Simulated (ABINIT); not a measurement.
# Quasiparticle gap of GaN (P6_3mc) in ABINIT, part 2 of 3

Aim: the G0W0 gap of GaN (P6_3mc) on PBE, step by step.

ABINIT 10.8.3; PBE and many-body steps on it, plane waves. Known limits of the many-body steps: not at the basis limit; no spin-orbit coupling; coarse k mesh.

So far. Step 2 (Ground state): The gap is direct, at Γ.

The database entry behind the starting cell differs from later determinations by our own check (about 0.3 % short, ideal inner coordinate), so it need not match the best structure at ambient conditions.

## 3. Bands along the symmetry lines

Level of this step: DFT, PBE, plane waves, norm-conserving pseudopotentials (ABINIT).

The cheap functional maps the bands first; the places of the edges decide which points the dearer methods must see.

The input, run.abi:

```
acell 3*1.0 Angstrom
rprim 
  3.179999999980 0.000000000005 0.000000000000
  -1.589999999994 2.753960784015 0.000000000000
  0.000000000000 0.000000000000 5.166000000000
ntypat 2
znucl 31 7
natom 4
typat 1 1 2 2
xred 
  0.333333333333 0.666666666667 0.000000000000
  0.666666666667 0.333333333333 0.500000000000
  0.333333333333 0.666666666667 0.375000000000
  0.666666666667 0.333333333333 0.875000000000
pp_dirpath "pseudos"
pseudos "Ga.upf, N.upf"
ecut 45
iscf -2
irdden 1
kptopt 0
nkpt 75
kpt 
  0.00000000 0.00000000 0.00000000
  0.06250000 0.00000000 0.00000000
  0.12500000 0.00000000 0.00000000
  0.18750000 0.00000000 0.00000000
  0.25000000 0.00000000 0.00000000
  0.31250000 0.00000000 0.00000000
  0.37500000 0.00000000 0.00000000
  0.43750000 0.00000000 0.00000000
  0.50000000 0.00000000 0.00000000
  0.47916667 0.04166667 0.00000000
  0.45833333 0.08333333 0.00000000
  0.43750000 0.12500000 0.00000000
  0.41666666 0.16666666 0.00000000
  0.39583333 0.20833333 0.00000000
  0.37500000 0.25000000 0.00000000
  0.35416666 0.29166666 0.00000000
  0.33333333 0.33333333 0.00000000
  0.29166666 0.29166666 0.00000000
  0.25000000 0.25000000 0.00000000
  0.20833333 0.20833333 0.00000000
  0.16666666 0.16666666 0.00000000
  0.12500000 0.12500000 0.00000000
  0.08333333 0.08333333 0.00000000
  0.04166667 0.04166667 0.00000000
  0.00000000 0.00000000 0.00000000
  0.00000000 0.00000000 0.06250000
  0.00000000 0.00000000 0.12500000
  0.00000000 0.00000000 0.18750000
  0.00000000 0.00000000 0.25000000
  0.00000000 0.00000000 0.31250000
  0.00000000 0.00000000 0.37500000
  0.00000000 0.00000000 0.43750000
  0.00000000 0.00000000 0.50000000
  0.06250000 0.00000000 0.50000000
  0.12500000 0.00000000 0.50000000
  0.18750000 0.00000000 0.50000000
  0.25000000 0.00000000 0.50000000
  0.31250000 0.00000000 0.50000000
  0.37500000 0.00000000 0.50000000
  0.43750000 0.00000000 0.50000000
  0.50000000 0.00000000 0.50000000
  0.47916667 0.04166667 0.50000000
  0.45833333 0.08333333 0.50000000
  0.43750000 0.12500000 0.50000000
  0.41666666 0.16666666 0.50000000
  0.39583333 0.20833333 0.50000000
  0.37500000 0.25000000 0.50000000
  0.35416666 0.29166666 0.50000000
  0.33333333 0.33333333 0.50000000
  0.29166666 0.29166666 0.50000000
  0.25000000 0.25000000 0.50000000
  0.20833333 0.20833333 0.50000000
  0.16666666 0.16666666 0.50000000
  0.12500000 0.12500000 0.50000000
  0.08333333 0.08333333 0.50000000
  0.04166667 0.04166667 0.50000000
  0.00000000 0.00000000 0.50000000
  0.50000000 0.00000000 0.50000000
  0.50000000 0.00000000 0.43750000
  0.50000000 0.00000000 0.37500000
  0.50000000 0.00000000 0.31250000
  0.50000000 0.00000000 0.25000000
  0.50000000 0.00000000 0.18750000
  0.50000000 0.00000000 0.12500000
  0.50000000 0.00000000 0.06250000
  0.50000000 -0.00000000 0.00000000
  0.33333333 0.33333333 0.50000000
  0.33333333 0.33333333 0.43750000
  0.33333333 0.33333333 0.37500000
  0.33333333 0.33333333 0.31250000
  0.33333333 0.33333333 0.25000000
  0.33333333 0.33333333 0.18750000
  0.33333333 0.33333333 0.12500000
  0.33333333 0.33333333 0.06250000
  0.33333333 0.33333333 0.00000000
istwfk *1
nband 33
nbdbuf 2
tolwfr 1e-08
nstep 40
prtwf 0
prtvol 0
indata_prefix "in"
outdata_prefix "out"
tmpdata_prefix "tmp"
```

On the command line:

```sh
> OMP_NUM_THREADS=1 mpirun -n 8 abinit run.abi > log
```

Numbers of over 12 decimals in the logs are rounded to 6 here.

Output:

```text
.Version 10.8.3 of ABINIT. v10.8.2 released Aug 2026.

 Symmetries : space group P6_3 m c (#186); Bravais hP (primitive hexag.)
[... echo of the input left out ...]
== DATASET  1 ==================================================================
-   mpi_nproc: 8, omp_nthreads: 1 (-1 if OMP is not activated)

--- !DatasetInfo
iteration_state: {dtset: 1, }
dimensions: {natom: 4, nkpt: 75, mband: 33, nsppol: 1, nspinor: 1, nspden: 1, mpw: 4434, }
cutoff_energies: {ecut:  45.0, pawecutdg:  -1.0, }
electrons: {nelect:   5.20000000E+01, charge:   0.00000000E+00, occopt:   1.00000000E+00, tsmear:   1.00000000E-02, }

 Real(R)+Recip(G) space primitive vectors, cartesian coordinates (Bohr,Bohr^-1):
 R(1)=  6.0093291  0.0000000  0.0000000  G(1)=  0.1664079  0.0960757  0.0000000
 R(2)= -3.0046645  5.2042316  0.0000000  G(2)=  0.0000000  0.1921513  0.0000000
 R(3)=  0.0000000  0.0000000  9.7623252  G(3)=  0.0000000  0.0000000  0.1024346
 Unit cell volume ucvol=  3.0530638E+02 bohr^3
 Angles (23,13,12)=  9.00000000E+01  9.00000000E+01  1.20000000E+02 degrees

 getcut: wavevector=  0.0000  0.0000  0.0000  ngfft=  40  40  60
         ecut(hartree)=     45.000   => boxcut(ratio)=   2.03529

--- Pseudopotential description ------------------------------------------------
- Ga Generated using ONCVPSP code by D. R. Hamann
- 31.00000  21.00000  171031                  znucl, zion, pspdat
12 -101130 2 -1 1902                          pspcod,pspxc,lmax,lloc,mmax
     nproj     2     2     2
  pspatm : epsatm=   21.85474337
         --- l  ekb(1:nproj) -->
             0    4.962806   -1.220223
             1   -5.679278   -1.350476
             2  -10.596651   -3.839775
 pspatm: atomic psp has been read  and splines computed

- N Generated using ONCVPSP code by D. R. Hamann
-  7.00000   5.00000  171031                  znucl, zion, pspdat
12 -101130 1 -1 1058                          pspcod,pspxc,lmax,lloc,mmax
     nproj     2     2     0
  pspatm : epsatm=    5.20977870
         --- l  ekb(1:nproj) -->
[...]
pspatm: atomic psp has been read  and splines computed

--------------------------------------------------------------------------------

================================================================================
 prteigrs : about to open file out_EIG
 Non-SCF case, kpt    1 (  0.00000  0.00000  0.00000), residuals and eigenvalues=
  7.26E-09  4.94E-09  6.34E-09  1.82E-09  6.01E-09  4.34E-09  4.20E-09  2.02E-09
  6.10E-09  3.39E-09  8.59E-09  7.05E-09  8.07E-09  5.05E-09  7.98E-09  9.91E-09
  7.86E-09  5.16E-09  8.89E-09  4.14E-09  5.24E-09  4.88E-09  7.62E-09  9.58E-09
[...]
7.94E-09
 -4.9708E+00 -4.9708E+00 -3.1581E+00 -3.1580E+00 -3.1580E+00 -3.1580E+00
 -3.1580E+00 -3.1579E+00 -3.3112E-01 -2.9782E-01 -2.4001E-01 -2.3911E-01
 -2.3911E-01 -2.3703E-01 -2.3703E-01 -2.3002E-01 -2.3002E-01 -2.2652E-01
[...]
3.92E-06
[...]
Non-SCF case, kpt   74 (  0.33333  0.33333  0.06250), residuals and eigenvalues=
[...]
Non-SCF case, kpt   75 (  0.33333  0.33333  0.00000), residuals and eigenvalues=
[...]
-1.6326E-01 -1.6326E-01  6.1931E-02  6.1931E-02  6.2753E-02  1.4698E-01
  1.4698E-01  1.5893E-01  4.4809E-01  5.4829E-01  5.4829E-01  5.6881E-01
[...]
--- !ResultsGS
iteration_state: {dtset: 1, }
comment   : Summary of ground state results
lattice_vectors:
- [  6.0093291,   0.0000000,   0.0000000, ]
- [ -3.0046645,   5.2042316,   0.0000000, ]
- [  0.0000000,   0.0000000,   9.7623252, ]
lattice_lengths: [   6.00933,    6.00933,    9.76233, ]
lattice_angles: [ 90.000,  90.000, 120.000, ] # degrees, (23, 13, 12)
lattice_volume:   3.0530638E+02
convergence: {deltae:  0.000E+00, res2:  0.000E+00, residm:  9.994E-09, diffor:  0.000E+00, }
etotal    :  -5.17436413E+02
entropy   :   0.00000000E+00
fermie    :   2.58513345E-01
cartesian_stress_tensor: null
pressure_GPa: null
xred      :
- [  3.3333E-01,   6.6667E-01,   1.1102E-16, Ga]
- [  6.6667E-01,   3.3333E-01,   5.0000E-01, Ga]
- [  3.3333E-01,   6.6667E-01,   3.7500E-01,  N]
- [  6.6667E-01,   3.3333E-01,   8.7500E-01,  N]
cartesian_forces: null
force_length_stats: {min: null, max: null, mean: null, }

 Integrated electronic density in atomic spheres:
 ------------------------------------------------
 Atom  Sphere_radius  Integrated_density
[...]
================================================================================

 ----iterations are completed or convergence reached----

 Mean square residual over all n,k,spin=   51.421E-10; max=  99.940E-10
 reduced coordinates (array xred) for    4 atoms
[...]
0.333333333333      0.666666666667      0.375000000000
       0.666666666667      0.333333333333      0.875000000000

 cartesian coordinates (angstrom) at end:
    1     -2.67e-12     1.835974     0.000000
    2      1.590000     0.917987     2.583000
    3     -2.67e-12     1.835974     1.937250
    4      1.590000     0.917987     4.520250
 length scales=  1.889726125908  1.889726125908  1.889726125908 bohr
              =  1.000000000000  1.000000000000  1.000000000000 angstroms
 prteigrs : about to open file out_EIG
 Eigenvalues (hartree) for nkpt=  75  k points:
 kpt#   1, nband= 33, wtk=  1.00000, kpt=  0.0000  0.0000  0.0000 (reduced coord)
[...]
kpt#   2, nband= 33, wtk=  1.00000, kpt=  0.0625  0.0000  0.0000 (reduced coord)
[...]
kpt#   3, nband= 33, wtk=  1.00000, kpt=  0.1250  0.0000  0.0000 (reduced coord)
[...]
kpt#  74, nband= 33, wtk=  1.00000, kpt=  0.3333  0.3333  0.0625 (reduced coord)
[...]
0.72902
 kpt#  75, nband= 33, wtk=  1.00000, kpt=  0.3333  0.3333  0.0000 (reduced coord)
[...]
-0.22908   -0.22739   -0.16326   -0.16326    0.06193    0.06193    0.06275    0.14698
   0.14698    0.15893    0.44809    0.54829    0.54829    0.56881    0.62397    0.62397
   0.72500

== END DATASET(S) ==============================================================
================================================================================

 -outvars: echo values of variables after computation  --------
            nband          33
             nkpt          75
          spgroup         186
 [... the other variables as echoed above ...]

 Calculation completed.
```

The job ended after 30 s (8 MPI ranks of Arm Neoverse V1, shared host; peak memory 0.67 GiB).

Numbers from this step:

```yaml
gap: 1.995 eV
k_of_the_valence_top: 0, 0, 0
k_of_the_conduction_bottom: 0, 0, 0
least_direct_gap: 1.995 eV
```

The gap is 1.995 eV, as in the run before at this level.

Electronic bands along the path, in eV, zero at the top of the highest filled band:

| point | band 23 | band 24 | band 25 | band 26 | band 27 | band 28 | band 29 | band 30 |
| --- | --- | --- | --- | --- | --- | --- | --- | --- |
| Γ | -1.06 | -0.06 | 0.00 | 0.00 | 1.99 | 4.33 | 9.26 | 9.97 |
| halfway | -2.86 | -2.01 | -0.74 | -0.49 | 4.36 | 6.00 | 7.42 | 8.58 |
| M | -4.27 | -2.77 | -2.26 | -0.99 | 5.11 | 5.63 | 6.09 | 8.68 |
| halfway | -4.28 | -3.57 | -2.41 | -1.88 | 5.63 | 6.67 | 6.69 | 8.52 |
| K | -5.33 | -3.03 | -3.03 | -2.71 | 5.16 | 7.89 | 7.89 | 8.44 |
| halfway | -3.68 | -2.41 | -1.02 | -0.93 | 5.00 | 6.93 | 7.32 | 7.71 |
| Γ | -1.06 | -0.06 | 0.00 | 0.00 | 1.99 | 4.33 | 9.26 | 9.97 |
| halfway | -0.91 | -0.91 | -0.16 | -0.16 | 3.18 | 4.43 | 8.87 | 9.67 |
| A | -0.54 | -0.54 | -0.54 | -0.54 | 4.31 | 4.31 | 8.57 | 8.57 |
| halfway | -2.09 | -2.09 | -1.30 | -1.30 | 5.29 | 5.29 | 7.72 | 7.72 |
| L | -1.95 | -1.95 | -1.92 | -1.92 | 4.45 | 4.45 | 7.87 | 7.87 |
| halfway | -3.22 | -3.22 | -1.61 | -1.61 | 5.42 | 5.42 | 8.19 | 8.19 |
| H | -4.22 | -4.22 | -1.50 | -1.50 | 6.52 | 6.52 | 7.35 | 7.35 |
| halfway | -2.14 | -2.14 | -1.82 | -1.82 | 5.72 | 5.72 | 7.73 | 7.73 |
| A | -0.54 | -0.54 | -0.54 | -0.54 | 4.31 | 4.31 | 8.57 | 8.57 |
| jump to L | -1.95 | -1.95 | -1.92 | -1.92 | 4.45 | 4.45 | 7.87 | 7.87 |
| halfway | -3.33 | -2.55 | -1.72 | -1.29 | 4.36 | 5.14 | 7.63 | 7.92 |
| M | -4.27 | -2.77 | -2.26 | -0.99 | 5.11 | 5.63 | 6.09 | 8.68 |
| jump to H | -4.22 | -4.22 | -1.50 | -1.50 | 6.52 | 6.52 | 7.35 | 7.35 |
| halfway | -5.03 | -3.22 | -2.22 | -2.22 | 5.92 | 7.28 | 7.28 | 8.23 |
| K | -5.33 | -3.03 | -3.03 | -2.71 | 5.16 | 7.89 | 7.89 | 8.44 |

## 4. Empty states on the mesh, 3×3×2 mesh, 66 bands

The sums over transitions need many empty states on a uniform mesh; this step solves for them.

The input, run.abi:

```
acell 3*1.0 Angstrom
rprim 
  3.179999999980 0.000000000005 0.000000000000
  -1.589999999994 2.753960784015 0.000000000000
  0.000000000000 0.000000000000 5.166000000000
ntypat 2
znucl 31 7
natom 4
typat 1 1 2 2
xred 
  0.333333333333 0.666666666667 0.000000000000
  0.666666666667 0.333333333333 0.500000000000
  0.333333333333 0.666666666667 0.375000000000
  0.666666666667 0.333333333333 0.875000000000
pp_dirpath "pseudos"
pseudos "Ga.upf, N.upf"
ecut 45
ngkpt 3 3 2
nshiftk 1
shiftk 0 0 0
kptopt 1
chksymbreak 0
iscf -2
irdden 1
istwfk *1
nband 66
nbdbuf 6
tolwfr 1e-09
nstep 60
prtvol 0
indata_prefix "in"
outdata_prefix "out"
tmpdata_prefix "tmp"
```

Output:

```text
.Version 10.8.3 of ABINIT. v10.8.2 released Aug 2026.

 Symmetries : space group P6_3 m c (#186); Bravais hP (primitive hexag.)
[... echo of the input left out ...]
== DATASET  1 ==================================================================
-   mpi_nproc: 8, omp_nthreads: 1 (-1 if OMP is not activated)
-    --> not optimal distribution: autoparal keyword recommended in input file <--

--- !DatasetInfo
iteration_state: {dtset: 1, }
dimensions: {natom: 4, nkpt: 6, mband: 66, nsppol: 1, nspinor: 1, nspden: 1, mpw: 4419, }
cutoff_energies: {ecut:  45.0, pawecutdg:  -1.0, }
electrons: {nelect:   5.20000000E+01, charge:   0.00000000E+00, occopt:   1.00000000E+00, tsmear:   1.00000000E-02, }

 Real(R)+Recip(G) space primitive vectors, cartesian coordinates (Bohr,Bohr^-1):
 R(1)=  6.0093291  0.0000000  0.0000000  G(1)=  0.1664079  0.0960757  0.0000000
 R(2)= -3.0046645  5.2042316  0.0000000  G(2)=  0.0000000  0.1921513  0.0000000
 R(3)=  0.0000000  0.0000000  9.7623252  G(3)=  0.0000000  0.0000000  0.1024346
 Unit cell volume ucvol=  3.0530638E+02 bohr^3
 Angles (23,13,12)=  9.00000000E+01  9.00000000E+01  1.20000000E+02 degrees

 getcut: wavevector=  0.0000  0.0000  0.0000  ngfft=  40  40  60
         ecut(hartree)=     45.000   => boxcut(ratio)=   2.03529

--- Pseudopotential description ------------------------------------------------
- Ga Generated using ONCVPSP code by D. R. Hamann
- 31.00000  21.00000  171031                  znucl, zion, pspdat
12 -101130 2 -1 1902                          pspcod,pspxc,lmax,lloc,mmax
     nproj     2     2     2
  pspatm : epsatm=   21.85474337
         --- l  ekb(1:nproj) -->
             0    4.962806   -1.220223
             1   -5.679278   -1.350476
             2  -10.596651   -3.839775
 pspatm: atomic psp has been read  and splines computed

- N Generated using ONCVPSP code by D. R. Hamann
-  7.00000   5.00000  171031                  znucl, zion, pspdat
12 -101130 1 -1 1058                          pspcod,pspxc,lmax,lloc,mmax
     nproj     2     2     0
  pspatm : epsatm=    5.20977870
         --- l  ekb(1:nproj) -->
[...]
pspatm: atomic psp has been read  and splines computed

--------------------------------------------------------------------------------

================================================================================
 prteigrs : about to open file out_EIG
 Non-SCF case, kpt    1 (  0.00000  0.00000  0.00000), residuals and eigenvalues=
  3.11E-10  4.19E-10  6.06E-10  7.62E-10  6.26E-10  6.65E-10  5.81E-10  3.73E-10
  2.67E-10  1.87E-10  2.09E-10  2.11E-10  1.64E-10  8.40E-10  2.23E-10  8.41E-10
  3.25E-10  3.15E-10  2.78E-10  8.38E-10  5.29E-10  3.25E-10  4.80E-10  1.81E-10
[...]
3.38E-05  1.82E-04
 -4.9708E+00 -4.9708E+00 -3.1581E+00 -3.1580E+00 -3.1580E+00 -3.1580E+00
 -3.1580E+00 -3.1579E+00 -3.3112E-01 -2.9782E-01 -2.4001E-01 -2.3911E-01
 -2.3911E-01 -2.3703E-01 -2.3703E-01 -2.3002E-01 -2.3002E-01 -2.2652E-01
[...]
1.6075E+00  1.6778E+00  1.6778E+00  1.6834E+00  1.7900E+00  1.7969E+00
  1.9355E+00  1.9960E+00  1.9960E+00  2.0395E+00  2.0965E+00  2.0979E+00
 prteigrs : prtvol=0 or 1, do not print more k-points.

--- !ResultsGS
iteration_state: {dtset: 1, }
comment   : Summary of ground state results
lattice_vectors:
- [  6.0093291,   0.0000000,   0.0000000, ]
- [ -3.0046645,   5.2042316,   0.0000000, ]
- [  0.0000000,   0.0000000,   9.7623252, ]
lattice_lengths: [   6.00933,    6.00933,    9.76233, ]
lattice_angles: [ 90.000,  90.000, 120.000, ] # degrees, (23, 13, 12)
lattice_volume:   3.0530638E+02
convergence: {deltae:  0.000E+00, res2:  0.000E+00, residm:  9.988E-10, diffor:  0.000E+00, }
etotal    :  -5.17436413E+02
entropy   :   0.00000000E+00
fermie    :   2.58513345E-01
cartesian_stress_tensor: null
pressure_GPa: null
xred      :
- [  3.3333E-01,   6.6667E-01,   1.1102E-16, Ga]
- [  6.6667E-01,   3.3333E-01,   5.0000E-01, Ga]
- [  3.3333E-01,   6.6667E-01,   3.7500E-01,  N]
- [  6.6667E-01,   3.3333E-01,   8.7500E-01,  N]
cartesian_forces: null
force_length_stats: {min: null, max: null, mean: null, }

 Integrated electronic density in atomic spheres:
 ------------------------------------------------
 Atom  Sphere_radius  Integrated_density
[...]
================================================================================

 ----iterations are completed or convergence reached----

 Mean square residual over all n,k,spin=   44.260E-11; max=  99.879E-11
 reduced coordinates (array xred) for    4 atoms
[...]
0.333333333333      0.666666666667      0.375000000000
       0.666666666667      0.333333333333      0.875000000000

 cartesian coordinates (angstrom) at end:
    1     -2.67e-12     1.835974     0.000000
    2      1.590000     0.917987     2.583000
    3     -2.67e-12     1.835974     1.937250
    4      1.590000     0.917987     4.520250
 length scales=  1.889726125908  1.889726125908  1.889726125908 bohr
              =  1.000000000000  1.000000000000  1.000000000000 angstroms
 prteigrs : about to open file out_EIG
 Eigenvalues (hartree) for nkpt=   6  k points:
 kpt#   1, nband= 66, wtk=  0.05556, kpt=  0.0000  0.0000  0.0000 (reduced coord)
[...]
1.33002    1.33807    1.46877    1.46877    1.53399    1.60751    1.60751    1.67783
   1.67783    1.68342    1.78998    1.79694    1.93551    1.99602    1.99603    2.03946
   2.09650    2.09792
 prteigrs : prtvol=0 or 1, do not print more k-points.

== END DATASET(S) ==============================================================
================================================================================

 -outvars: echo values of variables after computation  --------
            nband          66
             nkpt           6
          spgroup         186
 [... the other variables as echoed above ...]

 Calculation completed.
```

It took 9 s on 8 MPI ranks; peak memory 0.53 GiB.

Numbers from this step:

* gap: 1.995 eV
* k of the valence top: 0, 0, 0
* k of the conduction bottom: 0, 0, 0
* least direct gap: 1.995 eV
* k points computed: 6
* lowest point of the top converged band, above the valence top: 39.26 eV

On this mesh the gap is 1.995 eV.

[end of part 2 of 3]

[Paths, hosts, dates, memory and timing lines, banners, echoed tables and standing remarks are left out of the program output.]

[Logs are printed without paths, hosts, clocks, repeated set-up lines and the standing remarks that a program may print on its own settings, such as how far it seeks lower states.]

[Runs of the session that timed out or met a known fault of the program may be left out.]

[Hosts, paths, dates, database ids (printed as entryN), source tags and the programs' standing remarks are cut or masked in the printed files.]

[G0W0 gaps are taken among the corrected bands and points alone; a level outside them can change the order at an edge.]

[Where Ansatz stands beside ABINIT at settings called matched, ABINIT's density can come from a denser mesh and the files from another edition; pairs whose starting gaps differed by over 0.03 eV were left out, so agreement reads better than it is.]
